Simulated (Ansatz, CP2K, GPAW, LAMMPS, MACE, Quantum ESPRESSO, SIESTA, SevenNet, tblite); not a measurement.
# Quantum ESPRESSO on glassy 94B2O3-6CaO (mol %) (77 atoms): settings against a plane-wave reference

How do the settings of Quantum ESPRESSO change the result for glassy 94B2O3-6CaO (mol %) (77 atoms)? A plane-wave run serves as the yardstick.

Method: the method is named at each step, in Quantum ESPRESSO 7.5.

## (1) Set-up

The cell holds 77 atoms: 30 B, 1 Ca and 46 O. Cell: a = 9.702 Å, b = 9.702 Å, c = 9.702 Å, α = 90.0°, β = 90.0°, γ = 90.0°. 77 atoms (30 B, 1 Ca, 46 O) placed at random at 1.98 g/cm³, melted at 3000 K for 20 ps at fixed volume with the Buckingham and Coulomb pair potential of Guillot and Sator (Geochim. Cosmochim. Acta 71, 1249 (2007)) with the boron terms of Wang et al. (J. Non-Cryst. Solids 498, 294 (2018)). Quenched from 3000 K to 300 K at 20 K/ps and fixed volume, held 10 ps at zero pressure.

The yardstick, on the same geometry:

```
method                                           : Kohn-Sham DFT, PBE, PAW, plane waves (Ansatz 0.2.0); cutoff 420 eV, Γ point, fermi-dirac smearing of 0.05 eV; PAW set soft_2
r.m.s. force component                           : 0.9446 eV/Å
longest force                                    : 4.238 eV/Å
pressure                                         : -9.04 GPa
gap (highest filled to lowest empty level) : 3.847 eV
SCF cycles                                       : 9
time                                             : 4.3 s on 8 threads of Arm Neoverse V2, shared host
CPU time                                         : 30 s
```

## (2) PBE, sssp-1.3.0-efficiency, 60/480 Ry

Method: Kohn-Sham DFT, PBE, SSSP efficiency 1.3.0 pseudopotentials, plane waves.

File pw.in:

```
&control
  calculation = 'scf'
  pseudo_dir = './pseudo'
  outdir = './tmp'
  disk_io = 'none'
  tprnfor = .true.
  tstress = .true.
/
&system
  ibrav = 0
  nat = 77
  ntyp = 3
  ecutwfc = 60
  ecutrho = 480
  nosym = .true.
  occupations = 'smearing'
  smearing = 'fd'
  degauss = 0.003675
/
&electrons
  conv_thr = 3.9e-07
  electron_maxstep = 100
  mixing_beta = 0.4
  mixing_mode = 'plain'
  diagonalization = 'david'
/
ATOMIC_SPECIES
B 10.810 B.upf
Ca 40.078 Ca.upf
O 15.999 O.upf
CELL_PARAMETERS angstrom
9.70233 0.00000 0.00000
0.00000 9.70233 0.00000
0.00000 0.00000 9.70233
ATOMIC_POSITIONS crystal
B 0.38380 0.99389 0.66768
B 0.08100 0.78393 0.31849
B 0.68578 0.23300 0.96657
B 0.16672 0.73058 0.95723
B 0.54484 0.40302 0.79511
B 0.89829 0.08098 0.02465
B 0.75292 0.53594 0.50329
B 0.27041 0.99053 0.98567
B 0.49932 0.23990 0.57352
B 0.32178 0.55883 0.79250
B 0.84099 0.67855 0.21627
B 0.28293 0.61694 0.27110
B 0.20239 0.24038 0.39921
B 0.03430 0.22781 0.20486
B 0.51730 0.05597 0.10896
B 0.96198 0.36041 0.82689
B 0.80633 0.39249 0.25016
B 0.93948 0.63223 0.88955
B 0.61889 0.91793 0.33974
B 0.32379 0.37778 0.13262
B 0.81218 0.00215 0.52503
B 0.20336 0.24308 0.91993
B 0.80683 0.75977 0.67364
B 0.57120 0.84311 0.80540
B 0.52201 0.65899 0.39887
B 0.54663 0.29895 0.29904
B 0.84313 0.28600 0.57581
B 0.17369 0.97562 0.49937
B 0.74248 0.84698 0.02146
B 0.21656 0.48761 0.53178
Ca 0.07574 0.75936 0.64609
O 0.83861 0.14557 0.53841
O 0.44953 0.91595 0.76901
O 0.81953 0.53669 0.23085
O 0.52434 0.25688 0.43418
O 0.21857 0.09729 0.90418
O 0.25686 0.66070 0.87070
O 0.16522 0.24785 0.26105
O 0.62624 0.57158 0.44765
O 0.03535 0.68161 0.98262
O 0.13589 0.58787 0.46349
O 0.62901 0.34444 0.89737
O 0.59278 0.14229 0.02586
O 0.19778 0.73387 0.24808
O 0.25616 0.51802 0.67016
O 0.20153 0.86777 0.98103
O 0.43201 0.32116 0.21153
O 0.83357 0.95590 0.01008
O 0.53946 0.34222 0.66612
O 0.56241 0.99622 0.22993
O 0.24736 0.35851 0.47315
O 0.88513 0.72299 0.79152
O 0.73303 0.96191 0.41367
O 0.26466 0.93872 0.60224
O 0.82465 0.19524 0.96940
O 0.75779 0.74695 0.12264
[... 17 atom lines left out ...]
O 0.92698 0.31627 0.24022
O 0.94427 0.74773 0.28735
O 0.00275 0.12194 0.11749
O 0.38805 0.61493 0.37438
K_POINTS gamma
```

The run is started by

```sh
OMP_NUM_THREADS=1 mpirun -np 2 pw.x -in pw.in > output.txt
```

The log of the run:

```text
Program PWSCF
     gamma-point specific algorithms are used
     Parallelization info
     sticks:   dense  smooth     PW     G-vecs:    dense   smooth      PW
     Min        6411    3208    802               547249   193492   24242
     Max        6414    3209    803               547254   193495   24247
     Sum       12825    6417   1605              1094503   386987   48489
     bravais-lattice index     =            0
     lattice parameter (alat)  =      18.3347  a.u.
     unit-cell volume          =    6163.4621 (a.u.)^3
     number of atoms/cell      =           77
     number of atomic types    =            3
     number of electrons       =       376.00
     number of Kohn-Sham states=          226
     kinetic-energy cutoff     =      60.0000  Ry
     charge density cutoff     =     480.0000  Ry
     scf convergence threshold =      3.9E-07
     mixing beta               =       0.4000
     number of iterations used =            8  plain     mixing
     Exchange-correlation= SLA  PW   PBX  PBC
                           (   1   4   3   4   0   0   0)
     crystal axes: (cart. coord. in units of alat)
               a(1) = (   1.000000   0.000000   0.000000 )
               a(2) = (   0.000000   1.000000   0.000000 )
               a(3) = (   0.000000   0.000000   1.000000 )
     reciprocal axes: (cart. coord. in units 2 pi/alat)
               b(1) = (  1.000000  0.000000  0.000000 )
               b(2) = (  0.000000  1.000000  0.000000 )
               b(3) = (  0.000000  0.000000  1.000000 )
     PseudoPot. # 1 for B :
     Pseudo is Ultrasoft + core correction, Zval =  3.0
     PseudoPot. # 2 for Ca:
     Pseudo is Ultrasoft + core correction, Zval = 10.0
     PseudoPot. # 3 for O :
     Pseudo is Projector augmented-wave + core cor, Zval =  6.0
     atomic species   valence    mass     pseudopotential
     B                 3.00    10.81000     B ( 1.00)
     Ca               10.00    40.07800     Ca( 1.00)
     O                 6.00    15.99900     O ( 1.00)
     No symmetry found
   Cartesian axes
     number of k points=     1  Fermi-Dirac smearing, width (Ry)=  0.0037
                       cart. coord. in units 2pi/alat
        k(    1) = (   0.0000000   0.0000000   0.0000000), wk =   2.0000000
     Dense  grid:   547252 G-vectors     FFT dimensions: ( 128, 128, 128)
     Smooth grid:   193494 G-vectors     FFT dimensions: (  96,  96,  96)
     Initial potential from superposition of free atoms
     starting charge     375.9860, renormalised to     376.0000
     Starting wfcs are  314 randomized atomic wfcs
     Self-consistent Calculation
     iteration #  1     ecut=    60.00 Ry     beta= 0.40
     total energy              =   -2186.27637967 Ry
     estimated scf accuracy    <      13.84729824 Ry
     iteration #  2     ecut=    60.00 Ry     beta= 0.40
     total energy              =   -2189.36371654 Ry
     estimated scf accuracy    <       0.62190439 Ry
     iteration #  3     ecut=    60.00 Ry     beta= 0.40
     total energy              =   -2189.35133141 Ry
     estimated scf accuracy    <       0.25483876 Ry
     iteration #  4     ecut=    60.00 Ry     beta= 0.40
     total energy              =   -2189.38231179 Ry
     estimated scf accuracy    <       0.04215242 Ry
     iteration #  5     ecut=    60.00 Ry     beta= 0.40
     total energy              =   -2189.38050721 Ry
     estimated scf accuracy    <       0.01360872 Ry
     iteration #  6     ecut=    60.00 Ry     beta= 0.40
     total energy              =   -2189.38284285 Ry
     estimated scf accuracy    <       0.00063788 Ry
     iteration #  7     ecut=    60.00 Ry     beta= 0.40
     total energy              =   -2189.38299795 Ry
     estimated scf accuracy    <       0.00060552 Ry
     iteration #  8     ecut=    60.00 Ry     beta= 0.40
     total energy              =   -2189.38303715 Ry
     estimated scf accuracy    <       0.00005352 Ry
     iteration #  9     ecut=    60.00 Ry     beta= 0.40
     total energy              =   -2189.38306183 Ry
     estimated scf accuracy    <       0.00000501 Ry
     iteration # 10     ecut=    60.00 Ry     beta= 0.40
     total energy              =   -2189.38306213 Ry
     estimated scf accuracy    <       0.00000064 Ry
     iteration # 11     ecut=    60.00 Ry     beta= 0.40
     End of self-consistent calculation
          k = 0.0000 0.0000 0.0000 ( 24245 PWs)   bands (ev):
   -38.0080 -19.6262 -19.2295 -19.0946 -18.9217 -18.7300 -18.6836 -18.4835
   -18.3991 -18.3326 -18.2476 -18.1808 -18.1006 -18.0106 -17.9581 -17.9195
   -17.7783 -17.7719 -17.7041 -17.6532 -17.6323 -17.5407 -17.4369 -17.3515
   -17.3013 -17.2781 -17.2271 -17.1367 -17.0492 -17.0093 -16.9796 -16.8968
   -16.8586 -16.8555 -16.7715 -16.7017 -16.6686 -16.6401 -16.5776 -16.5437
   -16.5003 -16.4677 -16.3638 -16.3145 -16.2755 -16.2391 -16.1559 -15.8358
   -15.5620 -14.0080  -8.7042  -8.5121  -8.2875  -8.1487  -8.0902  -8.0489
    -7.8568  -7.8059  -7.7302  -7.5375  -7.3826  -7.3477  -7.2012  -7.1202
    -6.9324  -6.7768  -6.6335  -6.5027  -6.3972  -6.3475  -6.3207  -6.2283
    -6.1853  -6.1407  -6.0065  -5.9425  -5.8896  -5.8113  -5.7084  -5.6573
    -5.5969  -5.5247  -5.4715  -5.3965  -5.3475  -5.3236  -5.2437  -5.2148
    -5.1865  -4.9580  -4.9016  -4.8606  -4.7934  -4.6786  -4.5069  -3.8036
[...]
1.6305   1.7750   1.9743   2.1424   5.9945   6.2864   6.4379   6.5869
     6.7301   6.8456   6.9175   7.0796   7.2112   7.2863   7.4582   7.4834
     7.6520   7.7461   7.8292   7.9405   8.0232   8.0541   8.1488   8.2391
     8.2721   8.3485   8.4655   8.5363   8.6678   8.6934   8.7556   8.8362
     8.9040   8.9613   9.1068   9.1932   9.2360   9.3615   9.4723   9.5927
     9.7382   9.8824
     the Fermi energy is     4.2711 ev
!    total energy              =   -2189.38306237 Ry
     estimated scf accuracy    <       0.00000007 Ry
     smearing contrib. (-TS)   =      -0.00000000 Ry
     internal energy E=F+TS    =   -2189.38306237 Ry
     The total energy is F=E-TS. E is the sum of the following terms:
     one-electron contribution =   -1073.27185087 Ry
     hartree contribution      =     712.23032433 Ry
     xc contribution           =    -444.50185052 Ry
     ewald contribution        =    -947.12313906 Ry
     one-center paw contrib.   =    -436.71654625 Ry
     convergence has been achieved in  11 iterations
     Forces acting on atoms (cartesian axes, Ry/au):
     atom    1 type  1   force =     0.06282960    0.00135195   -0.00278461
     atom    2 type  1   force =    -0.00129257   -0.08477055   -0.04113488
     atom    3 type  1   force =    -0.03820035   -0.05636176   -0.00495995
     atom    4 type  1   force =     0.02539214    0.04798182   -0.01643435
     atom    5 type  1   force =    -0.03499608   -0.04195223    0.02100980
     atom    6 type  1   force =    -0.08515279    0.05553543    0.05878047
     atom    7 type  1   force =    -0.01039972    0.10651619    0.07159475
     atom    8 type  1   force =     0.07014204    0.02776842    0.00488519
     atom    9 type  1   force =     0.00109533   -0.00884528   -0.00708378
     atom   10 type  1   force =    -0.00151325   -0.01653049   -0.06206306
     atom   11 type  1   force =     0.04442126   -0.03897778   -0.00668272
     atom   12 type  1   force =    -0.00806991   -0.00873410    0.02498190
[...]
atom   73 type  3   force =     0.00712508    0.01586311    0.02847912
     atom   74 type  3   force =     0.01878117   -0.00309858    0.00408284
     atom   75 type  3   force =     0.03282446    0.01343687   -0.00303089
     atom   76 type  3   force =     0.00909193   -0.07139877   -0.04709302
     atom   77 type  3   force =     0.02750132   -0.00840476   -0.03906318
     Total force =     0.557073     Total SCF correction =     0.000349
     Computing stress (Cartesian axis) and pressure
          total   stress  (Ry/bohr**3)                   (kbar)     P=      -96.90
  -0.00063177   0.00005887  -0.00030195          -92.94        8.66      -44.42
   0.00005887  -0.00089854  -0.00003163            8.66     -132.18       -4.65
  -0.00030195  -0.00003163  -0.00044581          -44.42       -4.65      -65.58
     Message from routine punch:
     Nothing written, as per user request (disk_io='none')
```

The job ended after 2.3 min (2 MPI ranks of Arm Neoverse V2, shared host; peak memory 2.2 GiB).

Banners, paths, timers and routine set-up lines are dropped from the logs unmarked, and long logs keep their key lines alone; longer cuts are marked.

Compared with the plane-wave run:

```yaml
r_m_s_force_component: 0.9424 eV/Å
r_m_s_difference_of_force_components: 14.55 meV/Å
longest_difference_of_force_vectors: 53.5 meV/Å
force_difference_over_r_m_s_force: 1.54 %
slope_of_forces_against_the_reference_s: 0.9975
correlation_of_force_components: 0.9999
spacing_of_highest_filled_and_lowest_empty_level: 3.852 eV
gap_difference: 0.0049 eV
pressure: -9.69 GPa
pressure_difference: -0.6501 GPa
```

Length of the force difference by element (eV/Å):

```csv
element,atoms,mean,most
B,30,0.014,0.024
Ca,1,0.0052,0.0052
O,46,0.028,0.053
```

Levels nearest the highest filled one (eV from it): -1.26, -1.20, -1.03, -0.93, -0.86, -0.79, -0.74, -0.62, -0.51, -0.37, -0.17, 0.00, 3.85, 4.14, 4.30, 4.44, 4.59, 4.70, 4.78, 4.94, 5.07, 5.14, 5.32, 5.34.

The surroundings of B28, picked at random, nearest first, numbered as they follow in the input and with coordinates relative to it.

```csv
atom,x,y,z,distance (Å),Fx,Fy,Fz (eV/Å)
B28,0.00,0.00,0.00,0.00,1.16,2.64,-2.39
O54,0.88,-0.36,1.00,1.38,-0.65,-1.27,0.80
O60,-0.72,-0.92,-0.75,1.39,0.34,1.01,1.74
O61,-0.06,1.36,-0.29,1.39,0.41,0.35,-0.40
B1,2.04,0.18,1.63,2.62,1.62,0.03,-0.07
Ca31,-0.95,-2.10,1.42,2.71,0.53,-1.27,-1.23
B2,-0.90,-1.86,-1.75,2.71,-0.03,-2.18,-1.06
B13,0.28,2.57,-0.97,2.76,-1.05,0.88,1.68
O68,2.60,1.34,1.17,3.15,-0.01,0.60,-0.05
```

Forces lie 1.5 % from the reference's, at 9.4 times its CPU time (on 2 against 8 cores).

## (3) PBE+D3(BJ), sssp-1.3.0-efficiency, 60/480 Ry

Method: Kohn-Sham DFT, PBE+D3(BJ), SSSP efficiency 1.3.0 pseudopotentials, plane waves.

pw.in, as its differences from that of step 2:

```diff
@@ -18,2 +18,5 @@
   degauss = 0.003675
+  vdw_corr = 'dft-d3'
+  dftd3_version = 4
+  dftd3_threebody = .false.
 /
```

The log of the run:

```text
[banner, memory and clock lines left out]
Program PWSCF
     gamma-point specific algorithms are used
     bravais-lattice index     =            0
     lattice parameter (alat)  =      18.3347  a.u.
     unit-cell volume          =    6163.4621 (a.u.)^3
     number of atoms/cell      =           77
     number of atomic types    =            3
     number of electrons       =       376.00
     number of Kohn-Sham states=          226
     kinetic-energy cutoff     =      60.0000  Ry
[... lines left out ...]
     scf convergence threshold =      3.9E-07
[... lines left out ...]
     number of k points=     1  Fermi-Dirac smearing, width (Ry)=  0.0037
[... lines left out ...]
     total energy              =   -2186.75969403 Ry
[... lines left out ...]
     total energy              =   -2189.84703089 Ry
[... lines left out ...]
     total energy              =   -2189.83464577 Ry
[... lines left out ...]
     total energy              =   -2189.86637619 Ry
[... lines left out ...]
     total energy              =   -2189.86637649 Ry
[... lines left out ...]
   -18.3991 -18.3326 -18.2476 -18.1808 -18.1006 -18.0106 -17.9581 -17.9195
   -17.7783 -17.7719 -17.7041 -17.6532 -17.6323 -17.5407 -17.4369 -17.3515
[...]
8.2721   8.3485   8.4655   8.5363   8.6678   8.6934   8.7556   8.8362
     8.9040   8.9613   9.1068   9.1932   9.2360   9.3615   9.4723   9.5927
     9.7382   9.8824
     the Fermi energy is     4.2711 ev
!    total energy              =   -2189.86637673 Ry
     estimated scf accuracy    <       0.00000007 Ry
     smearing contrib. (-TS)   =      -0.00000000 Ry
     internal energy E=F+TS    =   -2189.86637673 Ry
     The total energy is F=E-TS. E is the sum of the following terms:
     one-electron contribution =   -1073.27185087 Ry
     hartree contribution      =     712.23032433 Ry
     xc contribution           =    -444.50185052 Ry
     ewald contribution        =    -947.12313906 Ry
     DFT-D3 Dispersion         =      -0.48331436 Ry
     one-center paw contrib.   =    -436.71654625 Ry
     convergence has been achieved in  11 iterations
     Forces acting on atoms (cartesian axes, Ry/au):
     atom    1 type  1   force =     0.06295377    0.00135195   -0.00265339
     atom    2 type  1   force =    -0.00160863   -0.08472595   -0.04142877
     atom    3 type  1   force =    -0.03824502   -0.05648636   -0.00484785
[...]
atom   76 type  3   force =     0.00921253   -0.07143788   -0.04708918
     atom   77 type  3   force =     0.02740605   -0.00869007   -0.03880968
     Total force =     0.557037     Total SCF correction =     0.000349
     Computing stress (Cartesian axis) and pressure
          total   stress  (Ry/bohr**3)                   (kbar)     P=     -109.23
  -0.00071648   0.00005962  -0.00030039         -105.40        8.77      -44.19
   0.00005962  -0.00098162  -0.00003264            8.77     -144.40       -4.80
  -0.00030039  -0.00003264  -0.00052947          -44.19       -4.80      -77.89
     Message from routine punch:
     Nothing written, as per user request (disk_io='none')
```

The job ended after 2.3 min (2 MPI ranks; peak memory 2.3 GiB; 4.7 min of CPU time).

Against the reference:

| Property | Result |
| --- | --- |
| r.m.s. force component | 0.9423 eV/Å |
| r.m.s. difference of force components | 15.13 meV/Å |
| longest difference of force vectors | 67.14 meV/Å |
| force difference over r.m.s. force | 1.601 % |
| slope of forces against the reference's | 0.9974 |
| correlation of force components | 0.9999 |
| gap (highest filled to lowest empty level) | 3.852 eV |
| gap difference | 0.0049 eV |
| pressure | -10.92 GPa |
| pressure difference | -1.883 GPa |

Against the first run (1.5 %), the force difference from the reference is 1.6 %, at 1.0 times the CPU time; the model has changed, so this is no error of the program alone.

## (4) Side by side

Differences are against the plane-wave reference, forces as r.m.s. over components; share is that over the reference's r.m.s. force, slope the least-squares factor from reference forces to these. Total energies of different programs have different zeros and aren't compared.

```csv
run,"Δ force, r.m.s. (meV/Å)",share (%),slope,Δ pressure (GPa),Δ gap (eV),cores,CPU time,memory (GiB)
reference,-,-,-,-,-,8,30 s,1.1
"QE PBE, sssp-1.3.0-efficiency, 60/480 Ry",14.5,1.54,0.998,-0.650,0.0049,2,4.6 min,2.2
"QE PBE+D3(BJ), sssp-1.3.0-efficiency, 60/480 Ry",15.1,1.60,0.997,-1.88,0.0049,2,4.7 min,2.3
```

CPU time is summed over cores on a shared host, where runs went side by side, so it is rough. Symmetry, cutoffs, thresholds, outputs and thread counts weren't matched or tuned between programs; memory under MPI is the largest rank's times the ranks.

## (5) Results

```json
{
  "nearest in forces": "QE PBE, sssp-1.3.0-efficiency, 60/480 Ry, 1.5 %",
  "its CPU time": "4.6 min"
}
```

In words: PBE on plane waves or a grid with other potentials, cutoffs or grids differs from the reference by 1.5 % (QE PBE, sssp-1.3.0-efficiency, 60/480 Ry) of the r.m.s. force; this holds the reference's own error, so differences of a few per cent don't tell which side is nearer the exact PBE result (QE's 60 Ry are 816 eV, against the reference's 420 eV). Rows with another functional or a dispersion term differ by 1.6 % (QE PBE+D3(BJ), sssp-1.3.0-efficiency, 60/480 Ry), which mixes the change of model with differences of basis and potentials. None of the electronic-structure runs in the table takes under half the reference's CPU time of 30 s; they take 9.4 to 9.5 times as much. PBE gaps agree with the reference's 3.85 eV within 0.005 eV. The quench rate of 20 K/ps is many orders above laboratory rates, so the cell is likely richer in defects and strain than a real sample. The network of bonds at the start is that of the classical potential that made the cell, and needn't be the one that DFT or experiment would give. The reference's stress is far from hydrostatic: its diagonal is -8.6, -12.5, -5.9 GPa, compression counted positive. The electronic-structure runs sample only Γ, in a cell whose shortest periodic width is 10 Å.

[Also dropped from logs without a mark: logging warnings of Python, and SIESTA's first energy breakdown and zero terms.]

[Logs are printed without paths, hosts, clocks, repeated set-up lines and the standing remarks that a program may print on its own settings, such as how far it seeks lower states.]

[Hosts, paths, dates, database ids (printed as entryN), source tags and the programs' standing remarks are cut or masked in the printed files.]
